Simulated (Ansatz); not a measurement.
# Band gap of LiNbO3 (R3c) from density functionals to GW

Wanted: a ladder of band gaps for LiNbO3 (R3c), from density functionals to G0W0.

Method: density functionals, hybrids and G0W0, plane waves, PAW, in Ansatz 0.2.0.

Report form: the programs' logs are mostly left out.

In doubt: masses and optical values from hybrid runs of this build are listed as unsure (steps 7, 8), which bears on the screening that GW takes from such a start.

### 1. Set-up

It takes space group R3c (No. 161, trigonal). The conventional cell has a = 5.152 Å, b = 5.152 Å, c = 13.869 Å, α = 90.00°, β = 90.00°, γ = 120.00°. Nearest to Li lie 6 O at 2.07 to 2.24 Å. Nb has 6 O at 1.88 to 2.13 Å nearest. O has 2 Nb at 1.88 to 2.13 Å and 2 Li at 2.07 to 2.24 Å nearest. Farther neighbours and most contacts between anions are not listed.

The cell and positions come from the Crystallography Open Database and are kept as given unless a step says otherwise.

The logs state that the PAW files were generated under PBE.

### 2. PBE on the 6×6×6 mesh

Levels along a band path and on the mesh show where this functional puts the band edges.

This step: DFT, PBE, plane waves, PAW; PAW set soft_1.

File input.yaml:

```yaml
crystal:
  lattice:
    - [2.5758, 1.4871388234, 4.623]
    - [-2.5758, 1.4871388234, 4.623]
    - [0.0, -2.9742776468, 4.623]
  atoms:
    - { symbol: Li, position: [0.2815, 0.2815, 0.2815] }
    - { symbol: Li, position: [0.7815, 0.7815, 0.7815] }
    - { symbol: Nb, position: [5.5e-05, 5.5e-05, 5.5e-05] }
    - { symbol: Nb, position: [0.500055, 0.500055, 0.500055] }
    - { symbol: O, position: [0.11231, 0.35836, 0.71959] }
    - { symbol: O, position: [0.71959, 0.11231, 0.35836] }
    - { symbol: O, position: [0.35836, 0.71959, 0.11231] }
    - { symbol: O, position: [0.21959, 0.85836, 0.61231] }
    - { symbol: O, position: [0.85836, 0.61231, 0.21959] }
    - { symbol: O, position: [0.61231, 0.21959, 0.85836] }
kpoints:
  mp_grid: { grid: [6, 6, 6] }
  band_path:
    path:
      - [[0.0, 0.0, 0.0], [-0.5, -0.5, -0.5], [-0.5, -0.23565315, -0.76434685]]
      - [[-0.23565315, 0.23565315, -0.5], [0.0, 0.0, -0.5], [0.0, 0.0, 0.0], [0.0, 0.36782657, -0.36782657]]
      - [[-0.36782657, 0.0, -0.63217343], [-0.5, 0.0, -0.5], [0.0, 0.0, 0.0]]
    npoints: 10
hamiltonian:
  xc: pbe
  pseudopotentials: { kind: paw, azcp: { folder: soft_1 } }
scf:
  occupations: { method: fermi_dirac, width: 0.02 }
  n_extra_bands: 7
output:
  eigenvalues: true
  forces: true
  stress: true
  write_density: true
  write_potential: true
  elf: true
  volumetric_format: npy
```

Launch:

```bash
$ ansatz run input.yaml --threads 4 --pin off --max-ram 138240MiB --backend cuda --events-out ev --progress --plain --runs-dir out --devices 1 --max-vram 26GiB
```

The job ended after 6.2 s (1 × NVIDIA H100 80GB HBM3 (shared by 3 runs) with 4 threads of AMD EPYC 7R13 (Zen 3), shared host; peak memory 0.96 GiB).

This step gave:

| Quantity | Value |
| --- | --- |
| pressure | 4.640 GPa |
| filled bands | 34 |
| gap | 3.585 eV |
| valence top at | k = (-0.150, -0.150, -0.150) |
| conduction bottom at | k = (-0.381, 0.000, -0.619) |
| least direct gap | 3.621 eV |

Over mesh and path the gap is 3.585 eV, from k = (-0.150, -0.150, -0.150) to k = (-0.381, 0.000, -0.619). The least direct gap found is 3.621 eV, at k = Γ. On the 6×6×6 mesh alone the same run gives 3.609 eV, so that mesh misses an edge of PBE: 3.609 − 3.585 = +0.024 eV. The pressure in this cell is 5 GPa; the cell is kept.

### 3. PBE+SOC on the 6×6×6 mesh

This run has two-component orbitals with spin-orbit coupling.

This step: DFT, PBE with spin-orbit coupling, plane waves, PAW; PAW set soft_1.

File input.yaml:

```yaml
crystal:
  lattice:
    - [2.5758, 1.4871388234, 4.623]
    - [-2.5758, 1.4871388234, 4.623]
    - [0.0, -2.9742776468, 4.623]
  atoms:
    - { symbol: Li, position: [0.2815, 0.2815, 0.2815] }
    - { symbol: Li, position: [0.7815, 0.7815, 0.7815] }
    - { symbol: Nb, position: [5.5e-05, 5.5e-05, 5.5e-05] }
    - { symbol: Nb, position: [0.500055, 0.500055, 0.500055] }
    - { symbol: O, position: [0.11231, 0.35836, 0.71959] }
    - { symbol: O, position: [0.71959, 0.11231, 0.35836] }
    - { symbol: O, position: [0.35836, 0.71959, 0.11231] }
    - { symbol: O, position: [0.21959, 0.85836, 0.61231] }
    - { symbol: O, position: [0.85836, 0.61231, 0.21959] }
    - { symbol: O, position: [0.61231, 0.21959, 0.85836] }
kpoints:
  mp_grid: { grid: [6, 6, 6] }
  band_path:
    path:
      - [0.0, 0.0, 0.0]
      - [-0.5, -0.5, -0.5]
      - [-0.5, -0.23565315, -0.76434685]
      - [-0.23565315, 0.23565315, -0.5]
      - [0.0, 0.0, -0.5]
      - [0.0, 0.36782657, -0.36782657]
      - [-0.36782657, 0.0, -0.63217343]
      - [-0.5, 0.0, -0.5]
      - [-0.15, -0.15, -0.15]
      - [-0.381043913, 0.0, -0.618956087]
    npoints: 1
hamiltonian:
  xc: pbe
  pseudopotentials: { kind: paw_fr, azcp: { folder: soft_1 } }
scf:
  occupations: { method: fixed }
  n_extra_bands: 14
magnetization:
  noncollinear: true
  spin_orbit: true
output:
  eigenvalues: true
  forces: true
  stress: true
```

Elapsed: 14 s, on 1 × NVIDIA H100 80GB HBM3 (shared by 3 runs) with 4 threads; peak memory 0.98 GiB.

Numbers from this step:

| Quantity | Value |
| --- | --- |
| pressure | 4.626 GPa |
| gap | 3.544 eV |
| valence top at | k = (-0.150, -0.150, -0.150) |
| conduction bottom at | k = (-0.381, 0.000, -0.619) |
| least direct gap | 3.596 eV |

Over mesh and listed points the gap is 3.544 eV, from k = (-0.150, -0.150, -0.150) to k = (-0.381, 0.000, -0.619). The least direct gap found is 3.596 eV, at k = Γ. On the 6×6×6 mesh alone the same run gives 3.572 eV, so that mesh misses an edge of PBE+SOC: 3.572 − 3.544 = +0.028 eV. The pressure in this cell is 5 GPa; the cell is kept. PBE+SOC against PBE: 3.544 − 3.585 = −0.041 eV, with the same mesh, set of files (read in its fully relativistic form for the spin-orbit run) and cutoff, and both edges at the same k points. The spin-orbit run sees mesh and listed points alone, so its gap is an upper bound: the coupling can move an edge off these points, the more so as this crystal has no centre of inversion, and the change over the zone, its sign included where it is small, is not known.

### 4. HSE06 on the 4×4×4 mesh

HSE06 mixes in a quarter of exact exchange at short range.

This step: DFT, HSE06, plane waves, PAW; PAW set soft_1.

input.yaml, as its differences from that of step 3:

```diff
@@ -17,3 +17,3 @@
 kpoints:
-  mp_grid: { grid: [6, 6, 6] }
+  mp_grid: { grid: [4, 4, 4] }
   band_path:
@@ -32,13 +32,8 @@
 hamiltonian:
-  xc: pbe
-  pseudopotentials: { kind: paw_fr, azcp: { folder: soft_1 } }
+  xc: hse06
+  pseudopotentials: { kind: paw, azcp: { folder: soft_1 } }
 scf:
   occupations: { method: fixed }
-  n_extra_bands: 14
-magnetization:
-  noncollinear: true
-  spin_orbit: true
+  n_extra_bands: 7
 output:
   eigenvalues: true
-  forces: true
-  stress: true
```

Run time: 23 s. Hardware: 1 × NVIDIA H100 80GB HBM3 (shared by 3 runs) with 4 threads; peak memory 1.4 GiB.

This step gave:

| Quantity | Value |
| --- | --- |
| gap | 5.033 eV |
| valence top at | k = (-0.150, -0.150, -0.150) |
| conduction bottom at | k = (-0.381, 0.000, -0.619) |
| least direct gap | 5.067 eV |
| exact-exchange fraction | 0.25 |

Over mesh and listed points the gap is 5.033 eV, from k = (-0.150, -0.150, -0.150) to k = (-0.381, 0.000, -0.619). The least direct gap found is 5.067 eV, at k = Γ. On the 4×4×4 mesh alone the same run gives 5.067 eV, so that mesh misses an edge of HSE06: 5.067 − 5.033 = +0.034 eV. HSE06 against PBE: 5.033 − 3.585 = +1.448 eV. The runs also differ in mesh (6×6×6 and 4×4×4), so how much of this comes from the functional alone is not known.

### 5. HSE06+SOC on the 4×4×4 mesh

This step: DFT, HSE06 with spin-orbit coupling, plane waves, PAW; PAW set soft_1.

input.yaml, as its differences from that of step 4:

```diff
@@ -33,6 +33,9 @@
   xc: hse06
-  pseudopotentials: { kind: paw, azcp: { folder: soft_1 } }
+  pseudopotentials: { kind: paw_fr, azcp: { folder: soft_1 } }
 scf:
   occupations: { method: fixed }
-  n_extra_bands: 7
+  n_extra_bands: 14
+magnetization:
+  noncollinear: true
+  spin_orbit: true
 output:
```

Wall time 79 s (1 × NVIDIA H100 80GB HBM3 (shared by 3 runs) with 4 threads); peak memory 2.5 GiB.

This step gave:

```
gap                     : 4.988 eV
valence top at          : k = (-0.150, -0.150, -0.150)
conduction bottom at    : k = (-0.381, 0.000, -0.619)
least direct gap        : 5.042 eV
exact-exchange fraction : 0.25
```

Over mesh and listed points the gap is 4.988 eV, from k = (-0.150, -0.150, -0.150) to k = (-0.381, 0.000, -0.619). The least direct gap found is 5.042 eV, at k = Γ. On the 4×4×4 mesh alone the same run gives 5.025 eV, so that mesh misses an edge of HSE06+SOC: 5.025 − 4.988 = +0.037 eV. HSE06+SOC against HSE06: 4.988 − 5.033 = −0.045 eV, with the same mesh, set of files (read in its fully relativistic form for the spin-orbit run) and cutoff, and both edges at the same k points. The spin-orbit run sees mesh and listed points alone, so its gap is an upper bound: the coupling can move an edge off these points, the more so as this crystal has no centre of inversion, and the change over the zone, its sign included where it is small, is not known.

### 6. G0W0@PBE, 4×4×4 mesh, 1787 empty bands, screening to 380 eV, hard PAW files

G0W0 replaces the xc potential by a self-energy built once from the orbitals of the start. Levels are corrected in the window of bands that the input names, at points of the mesh.

This step: G0W0 on PBE, plane waves, PAW.

File input.yaml:

```yaml
crystal:
  lattice:
    - [2.5758, 1.4871388234, 4.623]
    - [-2.5758, 1.4871388234, 4.623]
    - [0.0, -2.9742776468, 4.623]
  atoms:
    - { symbol: Li, position: [0.2815, 0.2815, 0.2815] }
    - { symbol: Li, position: [0.7815, 0.7815, 0.7815] }
    - { symbol: Nb, position: [5.5e-05, 5.5e-05, 5.5e-05] }
    - { symbol: Nb, position: [0.500055, 0.500055, 0.500055] }
    - { symbol: O, position: [0.11231, 0.35836, 0.71959] }
    - { symbol: O, position: [0.71959, 0.11231, 0.35836] }
    - { symbol: O, position: [0.35836, 0.71959, 0.11231] }
    - { symbol: O, position: [0.21959, 0.85836, 0.61231] }
    - { symbol: O, position: [0.85836, 0.61231, 0.21959] }
    - { symbol: O, position: [0.61231, 0.21959, 0.85836] }
kpoints:
  mp_grid: { grid: [4, 4, 4] }
hamiltonian:
  xc: pbe
  pseudopotentials: { kind: paw, source: ansatz }
scf:
  occupations: { method: fixed }
gw:
  n_empty_bands: 1787
  ecut_chi: 380
  qp_bands: [v3, c3]
  qp_kpoints: band_edges
  screening: { model: contour_deformation }
```

Wall time 4.5 min (1 × NVIDIA H100 80GB HBM3 (shared by 3 runs) with 4 threads); peak memory 10 GiB.

Numbers from this step:

* bands summed: 1821
* RPA ε∞ on this mesh (eigenvalues): 4.931, 5.139, 5.139
* plane waves in the screening matrix: 1791
* G0W0 gap over the corrected points: 5.241 eV
* k of the valence top: 0, 0, 0
* k of the conduction bottom: 0, 0.25, -0.5
* starting gap on the mesh: 3.614 eV
* Z at the valence top: 0.7254
* Z at the conduction bottom: 0.7727
* least direct G0W0 gap over the corrected points: 5.241 eV

Over all 13 irreducible mesh points the G0W0 gap is 5.241 eV, from k = Γ to k = (0.000, 0.250, -0.500), and equal within 1 meV to the least direct gap at k = Γ. The PBE gap of this run on the mesh is 3.614 eV. Other states bound it: the two that bound the G0W0 gap lie 3.618 eV apart in PBE, so state for state the correction is 5.241 − 3.618 = +1.623 eV, while gap against gap it is 5.241 − 3.614 = +1.627 eV.

### 7. G0W0@HSE06, 4×4×4 mesh, 631 empty bands, screening to 190 eV, hard PAW files

This step: G0W0 on HSE06, plane waves, PAW.

input.yaml, as its differences from that of step 6:

```diff
@@ -19,3 +19,3 @@
 hamiltonian:
-  xc: pbe
+  xc: hse06
   pseudopotentials: { kind: paw, source: ansatz }
@@ -24,4 +24,4 @@
 gw:
-  n_empty_bands: 1787
-  ecut_chi: 380
+  n_empty_bands: 631
+  ecut_chi: 190.0
   qp_bands: [v3, c3]
```

The job ended after 4 min (1 × NVIDIA H100 80GB HBM3 (shared by 3 runs) with 4 threads; peak memory 3.6 GiB; 6.9 min of CPU time).

This step gave:

```yaml
bands_summed: 665
rpa_eps_infinity_on_this_mesh_eigenvalues: 3.879, 4.056, 4.056
plane_waves_in_the_screening_matrix: 635
g0w0_gap_over_the_corrected_points: 5.669 eV
k_of_the_valence_top: 0, 0, 0
k_of_the_conduction_bottom: 0, 0.25, -0.5
starting_gap_on_the_mesh: 5.062 eV
z_at_the_valence_top: 0.7691
z_at_the_conduction_bottom: 0.8081
least_direct_g0w0_gap_over_the_corrected_points: 5.673 eV
```

Over all 13 irreducible mesh points the G0W0 gap is 5.669 eV, from k = Γ to k = (0.000, 0.250, -0.500). The HSE06 gap of this run on the mesh is 5.062 eV. The two states that bound the G0W0 gap lie that far apart at the start, so the correction of the gap is 5.669 − 5.062 = +0.607 eV. G0W0@HSE06 against G0W0@PBE with 665 bands (a further run, in the table below): 5.669 − 5.175 = +0.494 eV, with the same mesh, files and cutoffs, and both edges at the same k points.

### 8. G0W0@PBE0, 4×4×4 mesh, 631 empty bands, screening to 190 eV, hard PAW files

This step: G0W0 on PBE0, plane waves, PAW.

input.yaml, as its differences from that of step 7:

```diff
@@ -19,3 +19,3 @@
 hamiltonian:
-  xc: hse06
+  xc: pbe0
   pseudopotentials: { kind: paw, source: ansatz }
```

Elapsed: 4.5 min, on 1 × NVIDIA H100 80GB HBM3 (shared by 3 runs) with 4 threads; peak memory 3.7 GiB; 7.4 min of CPU time.

This step gave:

```yaml
bands_summed: 665
rpa_eps_infinity_on_this_mesh_eigenvalues: 3.652, 3.817, 3.817
plane_waves_in_the_screening_matrix: 635
g0w0_gap_over_the_corrected_points: 5.911 eV
k_of_the_valence_top: 0, 0, 0
k_of_the_conduction_bottom: 0, 0.25, -0.5
starting_gap_on_the_mesh: 5.821 eV
z_at_the_valence_top: 0.7821
z_at_the_conduction_bottom: 0.8192
least_direct_g0w0_gap_over_the_corrected_points: 5.915 eV
```

Over all 13 irreducible mesh points the G0W0 gap is 5.911 eV, from k = Γ to k = (0.000, 0.250, -0.500). The PBE0 gap of this run on the mesh is 5.821 eV. The two states that bound the G0W0 gap lie that far apart at the start, so the correction of the gap is 5.911 − 5.821 = +0.090 eV. G0W0@PBE0 against G0W0@HSE06 with 665 bands: 5.911 − 5.669 = +0.242 eV, with the same mesh, files and cutoffs, and both edges at the same k points.

(Continued in part 2 of 2.)

[Paths, hosts, dates, memory and timing lines, banners, echoed tables and standing remarks are left out of the program output.]

[Logs are printed without paths, hosts, clocks, repeated set-up lines and the standing remarks that a program may print on its own settings, such as how far it seeks lower states.]

[Runs of the session that timed out or met a known fault of the program may be left out.]

[Cells called generated may have been cut or substituted from an entry of the Crystallography Open Database or the Materials Project.]

[Hosts, paths, dates, database ids (printed as entryN), source tags and the programs' standing remarks are cut or masked in the printed files.]

[Where an RPA ε∞ is given, it is that of the G0W0 mesh and is not shown converged in it. Names of k-points follow the symmetry that the program found, which can be lower than the space group named. Band edges on a path are those of the sampled points; other points can move an edge, and change direct to indirect where valleys lie close.]

[Hybrid gaps are those of their k-mesh and are not shown converged in it.]
